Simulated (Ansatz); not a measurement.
# The perfect Ni wire along [110], 7 atoms a period

What gap, if any, does the Ni wire along [110], 7 atoms a period have, and how many channels would it open?

Calculated with Ansatz 0.2.0; DFT PBE, plane waves, PAW; relaxation of a wire's period; PAW set soft_1, in the first sound run; inputs show where later runs differ.

## (1) Starting point

The cell holds 7 atoms: 7 Ni. Cell: a = 10.320 Å, b = 11.778 Å, c = 2.489 Å, α = 90.0°, β = 90.0°, γ = 90.0°. Vacuum lies along a and b. The structure's axis is c.

## (2) The relaxed wire

Band widths follow the bond lengths, so the wire is relaxed first. The atoms and the third cell vector are free; the box across stays fixed as vacuum. Moments are seeded so that a magnetic state can form if it lies lower. A Fermi-Dirac smearing is set since the result may be a metal. The pressure printed is a third of the stress's trace over the whole box, vacuum included; only the stress along the axis is relaxed.

input.yaml

```yaml
crystal:
  lattice:
    - [10.32, 0.0, 0.0]
    - [0.0, 11.778, 0.0]
    - [0.0, 0.0, 2.4890158698]
  atoms:
    - { symbol: Ni, position: [0.5, 0.711328896, 0.0], spin: 0.8 }
    - { symbol: Ni, position: [0.5, 0.500001347, 0.0], spin: 0.8 }
    - { symbol: Ni, position: [0.329457364, 0.394337573, 0.5], spin: 0.8 }
    - { symbol: Ni, position: [0.329457364, 0.605665122, 0.5], spin: 0.8 }
    - { symbol: Ni, position: [0.670542636, 0.394337573, 0.5], spin: 0.8 }
    - { symbol: Ni, position: [0.670542636, 0.605665122, 0.5], spin: 0.8 }
    - { symbol: Ni, position: [0.5, 0.288673799, 0.0], spin: 0.8 }
magnetization:
  spin_polarized: true
kpoints:
  mp_grid: { grid: [1, 1, 33] }
scf:
  occupations: { method: fermi_dirac, width: 0.05 }
hamiltonian:
  xc: pbe
  pseudopotentials: { kind: paw, azcp: { folder: soft_1 } }
relax:
  cell: { fix: [a, b, alpha, beta, gamma] }
  max_steps: 45
  f_tol: 0.03
```

Run with:

```sh
ansatz run input.yaml --threads 4 --pin off --max-ram 16384MiB --backend cpu --events-out ev --progress --plain --runs-dir out
```

Numbers of over 12 decimals in the logs are rounded to 6 here.

What it wrote:

```text
Engine: ansatz 0.2.0, aarch64-unknown-linux-gnu
Pseudopotentials: kind: paw
Pseudopotential: Ni, paw, valence charge 18, recommended cutoff 420 eV (normal), soft_1/Ni.paw.azcp
Functional definition: PBE
  parameter kappa = 0.804
  parameter beta = 0.066725
  exchange = pbe_x(kappa = kappa, mu = beta*pi^2/3)
  correlation = pbe_c(beta = beta)
Crystal: 7 atoms, lattice volume = 302.537 Å³
Basis set: ecut = 420 eV, 5893 PW (Γ), exchange–correlation on 144×160×36 points (8 copies of the dense FFT grid, shifted against one another)
Bands: 79, of which v1, the nominal top of the filled ones, is band 63 counted from 1 (62 counted from 0)
Symmetry: 8 space group operations
Space group: Pmmm (ITA 47), of the structure as read, at distance tolerance 6.7e-5 Å
Magnetic group: BNS 47.249 (UNI 347), of the structure as read, at distance tolerance 6.7e-5 Å
k-points: 17 of 33
Non-local potential: Ni, projectors of the file, l = 0: 3, l = 1: 2, l = 2: 3, l = 3: 1
PAW form: soft (Blöchl's): semilocal exchange-correlation on the pseudo side does not see the compensation charge
PAW one-centre angular grid: Ni, 590 points (default); XC on 64 Gauss nodes
Initial density: superposition of atomic densities (neutral atoms: chi_scale 0, normalization atom)
Starting moments: Σ|m| = 5.6 μB on 7 of 7 sites
Initial wavefunctions: pseudopotential atomic-orbital guess
Functional: x = pbe(κ = 0.804, μ = 0.219515), c = pbe(β = 0.066725)
SCF iter   1: F=—  HF=-40863.813147 eV  |F-HF|=—  |Δ(HF+E_count)|=         —  Δρ=2.31e-2 (↑2.31e-2 ↓1.49e-2)  dr2=1.15e1  dr2_m=4.31e-1  M=5.909 μB ∫|m|=6.141 μB  β_m=0.30  ethr=3.10e-3  ⟨swp⟩=7.9  Hψ=12229  notcnv=0  defer=37
Mixer restart at iter 1: flushing history
preconditioner: auto → LDOS  [metal: Δε(μ)=0.005 eV  Ē_g=5.826 eV  σ=0.050 eV  W_gap=0.02  n_scr=50 (ndim 8)  ℏωp=17.9 eV  f_vac=0.601  D(μ)=22.05/eV (n_scr^D=252)]
spin=Collinear: LDOS preconditioning applied to the charge; magnetization (m = ρ↑ − ρ↓) channel mixes plain (no charge-response kernel on spin).
SCF iter   2: F=—  HF=-40865.538233 eV  |F-HF|=—  |Δ(HF+E_count)|=    1.73e0  Δρ=1.84e-2 (↑1.84e-2 ↓7.36e-3)  dr2=2.23e0  dr2_m=2.76e-1  M=5.950 μB ∫|m|=6.265 μB  β_m=0.39  ethr=3.10e-3  ⟨swp⟩=3.0  Hψ=4616  notcnv=0  defer=205
SCF iter   3: F=—  HF=-40869.041201 eV  |F-HF|=—  |Δ(HF+E_count)|=    3.50e0  Δρ=8.86e-3 (↑5.26e-3 ↓8.86e-3)  dr2=1.95e-1  dr2_m=1.07e-1  M=5.989 μB ∫|m|=6.426 μB  β_m=0.45  ethr=1.77e-3  ⟨swp⟩=3.2  Hψ=4388  notcnv=0  defer=204
SCF iter   4: F=—  HF=-40870.074881 eV  |F-HF|=—  |Δ(HF+E_count)|=         —  Δρ=5.05e-3 (↑5.05e-3 ↓3.33e-3)  dr2=1.32e-1  dr2_m=1.79e-2  M=5.859 μB ∫|m|=6.383 μB  β_m=0.45  ethr=1.54e-4  ⟨swp⟩=2.9  Hψ=4518  notcnv=0  defer=219
SCF iter   5: F=—  HF=-40870.529947 eV  |F-HF|=—  |Δ(HF+E_count)|=   4.55e-1  Δρ=3.05e-3 (↑1.11e-3 ↓3.05e-3)  dr2=2.93e-2  dr2_m=6.63e-3  M=5.710 μB ∫|m|=6.291 μB  β_m=0.65  ethr=1.05e-4  ⟨swp⟩=2.5  Hψ=4242  notcnv=0  defer=219
SCF iter   6: F=—  HF=-40870.648117 eV  |F-HF|=—  |Δ(HF+E_count)|=   1.18e-1  Δρ=2.69e-3 (↑9.56e-4 ↓2.69e-3)  dr2=1.14e-2  dr2_m=8.00e-3  M=5.594 μB ∫|m|=6.208 μB  β_m=0.83  ethr=2.32e-5  ⟨swp⟩=2.2  Hψ=4434  notcnv=0  defer=221
SCF iter   7: F=—  HF=-40870.663739 eV  |F-HF|=—  |Δ(HF+E_count)|=   1.56e-2  Δρ=1.50e-3 (↑1.10e-3 ↓1.50e-3)  dr2=1.09e-2  dr2_m=2.26e-4  M=5.552 μB ∫|m|=6.181 μB  β_m=0.72  ethr=9.09e-6  ⟨swp⟩=2.2  Hψ=5195  notcnv=0  defer=222
SCF iter   8: F=—  HF=-40870.662463 eV  |F-HF|=—  |Δ(HF+E_count)|=   1.28e-3  Δρ=4.67e-4 (↑7.33e-5 ↓4.67e-4)  dr2=4.42e-4  dr2_m=1.37e-4  M=5.545 μB ∫|m|=6.169 μB  β_m=0.78  ethr=8.69e-6  ⟨swp⟩=2.0  Hψ=4215  notcnv=0  defer=224
SCF iter   9: F=—  HF=-40870.662497 eV  |F-HF|=—  |Δ(HF+E_count)|=   3.36e-5  Δρ=1.42e-4 (↑7.13e-5 ↓1.42e-4)  dr2=4.56e-5  dr2_m=1.51e-5  M=5.546 μB ∫|m|=6.169 μB  β_m=0.80  ethr=3.51e-7  ⟨swp⟩=2.0  Hψ=4080  notcnv=0  defer=224
SCF iter  10: F=—  HF=-40870.662502 eV  |F-HF|=—  |Δ(HF+E_count)|=   5.03e-6  Δρ=1.17e-4 (↑2.13e-5 ↓1.17e-4)  dr2=2.32e-5  dr2_m=1.09e-5  M=5.548 μB ∫|m|=6.171 μB  β_m=0.90  ethr=3.62e-8  ⟨swp⟩=2.4  Hψ=5008  notcnv=0  defer=224
SCF iter  11: F=—  HF=-40870.662511 eV  |F-HF|=—  |Δ(HF+E_count)|=   8.85e-6  Δρ=5.29e-5 (↑1.41e-5 ↓5.29e-5)  dr2=5.15e-6  dr2_m=1.99e-6  M=5.549 μB ∫|m|=6.172 μB  β_m=0.95  ethr=1.84e-8  ⟨swp⟩=2.0  Hψ=3751  notcnv=0  defer=224
SCF iter  12: F=—  HF=-40870.662514 eV  |F-HF|=—  |Δ(HF+E_count)|=   2.80e-6  Δρ=1.76e-5 (↑1.10e-5 ↓1.76e-5)  dr2=2.97e-6  dr2_m=2.50e-7  M=5.551 μB ∫|m|=6.174 μB  β_m=0.78  ethr=4.09e-9  ⟨swp⟩=2.0  Hψ=4895  notcnv=0  defer=224
SCF iter  13: F=—  HF=-40870.662513 eV  |F-HF|=—  |Δ(HF+E_count)|=   4.87e-7  Δρ=6.30e-6 (↑2.32e-6 ↓6.30e-6)  dr2=1.13e-7  dr2_m=2.14e-8  M=5.551 μB ∫|m|=6.174 μB  β_m=0.89  ethr=2.36e-9  ⟨swp⟩=2.0  Hψ=3865  notcnv=0  defer=224
SCF iter  14: F=—  HF=-40870.662513 eV  |F-HF|=—  |Δ(HF+E_count)|=   2.05e-8  Δρ=1.83e-6 (↑1.83e-6 ↓1.71e-6)  dr2=3.64e-8  dr2_m=2.58e-9  M=5.551 μB ∫|m|=6.174 μB  β_m=0.73  ethr=8.95e-11  ⟨swp⟩=2.4  Hψ=4118  notcnv=0  defer=224
SCF iter  15: F=-40870.662513 eV  HF=-40870.662513 eV  |F-HF|=4.08e-8  |Δ(HF+E_count)|=   7.44e-9  Δρ=3.42e-6 (↑1.08e-6 ↓3.42e-6)  dr2=4.34e-8  dr2_m=4.58e-9  M=5.551 μB ∫|m|=6.174 μB  ethr=2.89e-11  ⟨swp⟩=2.8  Hψ=9144  notcnv=0
SCF 1 converged in 15 iterations: F = -40870.662513 eV  dr2 = 4.34e-8
  greatest PAW one-centre occupation: 1.001 electrons in one spin orbital (limit 2), on the Ni atom at site 5 (counted from 0), in its partial waves of l = 1
relax step   1: F+E_penalty+E_count = -40870.66251304 eV  Δ(F+E_penalty+E_count) = +0.000e0 eV  max|allowed force component| = 7.917e-1 eV/Å  Δτ_max = 0.0000 Å  P = -2.951 GPa  Ω = 302.537 Å³  fix = [a, b, alpha, beta, gamma]  reactions: a -2.183, b -2.548 GPa  (15 SCF iters, dr2 threshold 1.00e-7 eV, accepted)
Crystal: 7 atoms, lattice volume = 297.174 Å³
Basis set: ecut = 420 eV, 5781 PW (Γ), exchange–correlation on 144×160×36 points (8 copies of the dense FFT grid, shifted against one another)
Initial density: handed on by an earlier stage of this run
Starting moments: Σ|m| = 5.6 μB on 7 of 7 sites; this step starts from the density that it was given
Initial wavefunctions: those handed on with the density
iter 1 solved again at ethr=6.70e-5 eV; its pass at ethr=3.10e-3 eV (dr2=8.44e-2 eV) is discarded
SCF iter   1: F=—  HF=-40870.886456 eV  |F-HF|=—  |Δ(HF+E_count)|=         —  Δρ=2.93e-3 (↑2.92e-3 ↓2.93e-3)  dr2=8.72e-2  dr2_m=5.84e-3  M=5.503 μB ∫|m|=6.109 μB  β_m=0.30  ethr=6.70e-5  ⟨swp⟩=3.3  Hψ=13431  notcnv=0
[...]
relax step   4: F+E_penalty+E_count = -40870.94797556 eV  Δ(F+E_penalty+E_count) = -4.678e-3 eV  max|allowed force component| = 1.138e-2 eV/Å  Δτ_max = 0.0109 Å  P = +0.022 GPa  Ω = 290.554 Å³  energy of the carried Pulay correction = +1.964e-3 eV  fix = [a, b, alpha, beta, gamma]  reactions: a +0.074, b -0.022 GPa  (11 SCF iters, dr2 threshold 7.00e-7 eV, accepted)
Basis set: ecut = 420 eV, 5599 PW (Γ), exchange–correlation on 144×160×32 points (8 copies of the dense FFT grid, shifted against one another)
Initial wavefunctions: pseudopotential atomic-orbital guess (no wavefunctions were taken with the density)
iter 1 solved again at ethr=4.39e-6 eV; its pass at ethr=3.10e-3 eV (dr2=5.53e-3 eV) is discarded
SCF iter   1: F=—  HF=-40870.945164 eV  |F-HF|=—  |Δ(HF+E_count)|=         —  Δρ=1.58e-4 (↑6.43e-5 ↓1.58e-4)  dr2=8.84e-5  dr2_m=7.59e-6  M=5.361 μB ∫|m|=5.948 μB  β_m=0.65  ethr=4.39e-6  ⟨swp⟩=3.0  Hψ=18516  notcnv=0
preconditioner: auto → LDOS  [metal: Δε(μ)=0.004 eV  Ē_g=5.960 eV  σ=0.050 eV  W_gap=0.02  n_scr=20 (ndim 8)  ℏωp=18.2 eV  f_vac=0.636  D(μ)=16.08/eV (n_scr^D=154)]
spin=Collinear: LDOS preconditioning applied to the charge; magnetization (m = ρ↑ − ρ↓) channel mixes plain (no charge-response kernel on spin).
SCF iter   2: F=—  HF=-40870.945159 eV  |F-HF|=—  |Δ(HF+E_count)|=   5.21e-6  Δρ=4.58e-5 (↑4.58e-5 ↓4.55e-5)  dr2=3.34e-5  dr2_m=4.48e-8  M=5.359 μB ∫|m|=5.947 μB  β_m=0.58  ethr=7.02e-8  ⟨swp⟩=2.0  Hψ=3765  notcnv=0
SCF iter   3: F=—  HF=-40870.945157 eV  |F-HF|=—  |Δ(HF+E_count)|=   1.22e-6  Δρ=3.68e-5 (↑3.68e-5 ↓2.04e-5)  dr2=2.92e-6  dr2_m=1.49e-6  M=5.358 μB ∫|m|=5.945 μB  β_m=0.70  ethr=2.65e-8  ⟨swp⟩=1.3  Hψ=2805  notcnv=0
SCF iter   4: F=—  HF=-40870.945160 eV  |F-HF|=—  |Δ(HF+E_count)|=   2.99e-6  Δρ=2.03e-5 (↑1.38e-5 ↓2.03e-5)  dr2=3.28e-6  dr2_m=2.48e-7  M=5.357 μB ∫|m|=5.945 μB  β_m=0.64  ethr=2.32e-9  ⟨swp⟩=2.4  Hψ=5024  notcnv=0
SCF iter   5: F=—  HF=-40870.945160 eV  |F-HF|=—  |Δ(HF+E_count)|=   3.15e-7  Δρ=1.22e-5 (↑1.22e-5 ↓7.63e-6)  dr2=6.10e-7  dr2_m=2.80e-8  M=5.357 μB ∫|m|=5.944 μB  β_m=0.57  ethr=2.32e-9  ⟨swp⟩=2.0  Hψ=4869  notcnv=0
SCF iter   6: F=—  HF=-40870.945160 eV  |F-HF|=—  |Δ(HF+E_count)|=   1.21e-7  Δρ=4.59e-6 (↑2.40e-6 ↓4.59e-6)  dr2=7.12e-8  dr2_m=4.69e-9  M=5.357 μB ∫|m|=5.944 μB  β_m=0.51  ethr=4.84e-10  ⟨swp⟩=2.4  Hψ=4537  notcnv=0
SCF iter   7: F=—  HF=-40870.945160 eV  |F-HF|=—  |Δ(HF+E_count)|=   2.25e-8  Δρ=1.14e-6 (↑1.14e-6 ↓9.79e-7)  dr2=2.22e-9  dr2_m=1.77e-9  M=5.357 μB ∫|m|=5.944 μB  β_m=0.64  ethr=5.65e-11  ⟨swp⟩=2.7  Hψ=4280  notcnv=0
SCF iter   8: F=—  HF=-40870.945160 eV  |F-HF|=—  |Δ(HF+E_count)|=   2.02e-8  Δρ=1.05e-6 (↑1.05e-6 ↓5.34e-7)  dr2=1.89e-9  dr2_m=1.14e-9  M=5.357 μB ∫|m|=5.944 μB  β_m=0.82  ethr=1.76e-12  ⟨swp⟩=2.8  Hψ=5500  notcnv=0
SCF iter   9: F=—  HF=-40870.945160 eV  |F-HF|=—  |Δ(HF+E_count)|=   1.11e-9  Δρ=4.83e-7 (↑2.43e-7 ↓4.83e-7)  dr2=9.97e-10  dr2_m=1.15e-10  M=5.357 μB ∫|m|=5.944 μB  β_m=0.73  ethr=1.50e-12  ⟨swp⟩=2.2  Hψ=4396  notcnv=0
SCF iter  10: F=—  HF=-40870.945160 eV  |F-HF|=—  |Δ(HF+E_count)|=  1.96e-10  Δρ=2.12e-7 (↑1.77e-7 ↓2.12e-7)  dr2=2.64e-10  dr2_m=9.28e-12  M=5.357 μB ∫|m|=5.944 μB  β_m=0.59  ethr=1.00e-12  ⟨swp⟩=2.0  Hψ=3914  notcnv=0
SCF iter  11: F=—  HF=-40870.945160 eV  |F-HF|=—  |Δ(HF+E_count)|=  6.55e-11  Δρ=9.75e-8 (↑7.49e-8 ↓9.75e-8)  dr2=4.36e-11  dr2_m=4.65e-12  M=5.357 μB ∫|m|=5.944 μB  β_m=0.75  ethr=1.00e-12  ⟨swp⟩=1.0  Hψ=2686  notcnv=0
SCF iter  12: F=—  HF=-40870.945160 eV  |F-HF|=—  |Δ(HF+E_count)|=  7.28e-12  Δρ=4.53e-8 (↑1.55e-8 ↓4.53e-8)  dr2=3.38e-12  dr2_m=1.51e-12  M=5.357 μB ∫|m|=5.944 μB  β_m=0.87  ethr=1.00e-12  ⟨swp⟩=1.2  Hψ=2694  notcnv=0
SCF iter  13: F=-40870.945160 eV  HF=-40870.945160 eV  |F-HF|=4.37e-11  |Δ(HF+E_count)|=  2.91e-11  Δρ=4.11e-8 (↑2.51e-8 ↓4.11e-8)  dr2=8.17e-12  dr2_m=8.72e-13  M=5.357 μB ∫|m|=5.944 μB  ethr=1.00e-12  ⟨swp⟩=3.4  Hψ=8836  notcnv=0
SCF 5 converged in 13 iterations: F = -40870.945160 eV  dr2 = 8.17e-12
relax step   5: F+E_penalty+E_count = -40870.94515996 eV  Δ(F+E_penalty+E_count) = +2.816e-3 eV  max|allowed force component| = 1.131e-2 eV/Å  Δτ_max = 0.0000 Å  P = +0.033 GPa  Ω = 290.554 Å³  fix = [a, b, alpha, beta, gamma]  reactions: a +0.080, b -0.014 GPa  stress off target by 3.45e-2 GPa on what of the cell is left free  SCF on the basis re-selected at this cell (its energy is not comparable with the rows above)  (13 SCF iters)
basis re-selected at this cell: Δ(F+E_penalty+E_count) = +2.816e-3 eV, ΔP = +0.011 GPa vs the last step (what re-selecting the basis moved, of the pressure what is left beyond the Pulay correction that the steps carried, after the strain that the cell walked since its last selection, with what the two solves' SCF thresholds leave and, on support functions, any second-order correction that the steps lacked; it is no measure of the basis error at this ecutwfc). The dense FFT grid was sized anew with the basis: this SCF ran on 72×80×16 points, the steps before it on 72×80×18, so part of this shift can come from that change (see relax.cell in the input reference). [rest of the remark cut]
SCF converged after 13 iterations
Magnetization: 5.3567 μB (65.6784 up, 60.3216 down)
Absolute magnetization: 5.9502 μB (∫|ρ↑−ρ↓|, with the PAW one-centre terms)
Spin contamination: 0.0801 ħ² per cell (⟨S²⟩ above its minimum at these occupations)
Per-site moments (μB) at R_I (Å): [(0.771002, 0.982240), (0.806898, 0.982240), (0.789950, 0.986051), (0.789950, 0.986051), (0.789950, 0.986051), (0.789950, 0.986051), (0.771002, 0.982240)]
Free energy (F): -40870.945160 eV
Harris-Foulkes:  -40870.945160 eV  (|F-HF|=4.37e-11)
Internal energy: -40870.814194 eV  (E = F + TS)
E sigma→0 (E₀):  -40870.879677 eV
Entropy (-TS):   -0.130966 eV (-18.709 meV/atom)
Fermi energy:    1.405758 eV
--- Per-component energies (eV) ---
  E_band       = -4068.814902
  E_kinetic    = 2370.554867
  E_local      = -90489.239295  (includes V_loc(G=0)·N_el)
  E_nonlocal   = -804.646531
  E_hartree    = 45043.920347
  E_xc         = -779.230304
  E_vxc        = -1004.300142  (∫ρ·V_xc dr)
  E_paw        = -11616.869489  (= ΣΔE_a)
  E_vpaw       = -4229.031538  (= ΣTr[D̂ρ^β])
  E_aug_tail   = 0.007078  (compensation charges beyond the density's cutoff)
  E_ewald      = 15404.689134
  E_smearing   = -0.130966  (= −TS)
  E_closure    = 0.000000  (closes the sum)
  Σ components = -40870.945160   (vs F -40870.945160, Δ=0.00e0)
--- Forces (eV/Å), atoms counted from 1 ---
  atom   1  Ni     0.00000000     0.00702337     0.00000000
  atom   2  Ni     0.00000000     0.00000000     0.00000000
  atom   3  Ni    -0.01122406     0.01130603     0.00000000
  atom   4  Ni    -0.01122406    -0.01130603     0.00000000
  atom   5  Ni     0.01122406     0.01130603     0.00000000
  atom   6  Ni     0.01122406    -0.01130603     0.00000000
  atom   7  Ni    -0.00000000    -0.00702337     0.00000000
  max |Σ_I F_I| component: 5.20e-18 eV/Å
--- Stress (GPa, compression-positive) ---
        0.080232       0.000000       0.000000
        0.000000      -0.014306       0.000000
        0.000000       0.000000       0.034543
  P = ⅓ Tr σ = 0.0335 GPa (0.335 kbar)
--- Relaxed structure (4 steps of the walk, 4 accepted, 1 SCFs on fresh bases) ---
  F+E_penalty+E_count = -40870.94515996 eV   max|allowed force component| = 1.131e-2 eV/Å   (the final SCF, on the basis selected at the relaxed cell)
  cell:  # Å, volume = 290.5539 Å³
    - [10.32, 0.0, 0.0]
    - [0.0, 11.778, 0.0]
    - [0.0, 0.0, 2.390427]
  atoms:
    - { symbol: Ni, position: [0.5, 0.702173, 0.0] }
    - { symbol: Ni, position: [0.5, 0.5, 0.0] }
    - { symbol: Ni, position: [0.330593, 0.397186, 0.5] }
    - { symbol: Ni, position: [0.330593, 0.602814, 0.5] }
    - { symbol: Ni, position: [0.669407, 0.397186, 0.5] }
    - { symbol: Ni, position: [0.669407, 0.602814, 0.5] }
    - { symbol: Ni, position: [0.5, 0.297827, 0.0] }
```

Wall time 80 s (4 threads of Arm Neoverse V2, shared host); peak memory 1.2 GiB.

(Part 1 of 2 ends here.)

[Logs are printed without paths, hosts, clocks, repeated set-up lines and the standing remarks that a program may print on its own settings, such as how far it seeks lower states.]

[Hosts, paths, dates, database ids (printed as entryN), source tags and the programs' standing remarks are cut or masked in the printed files.]
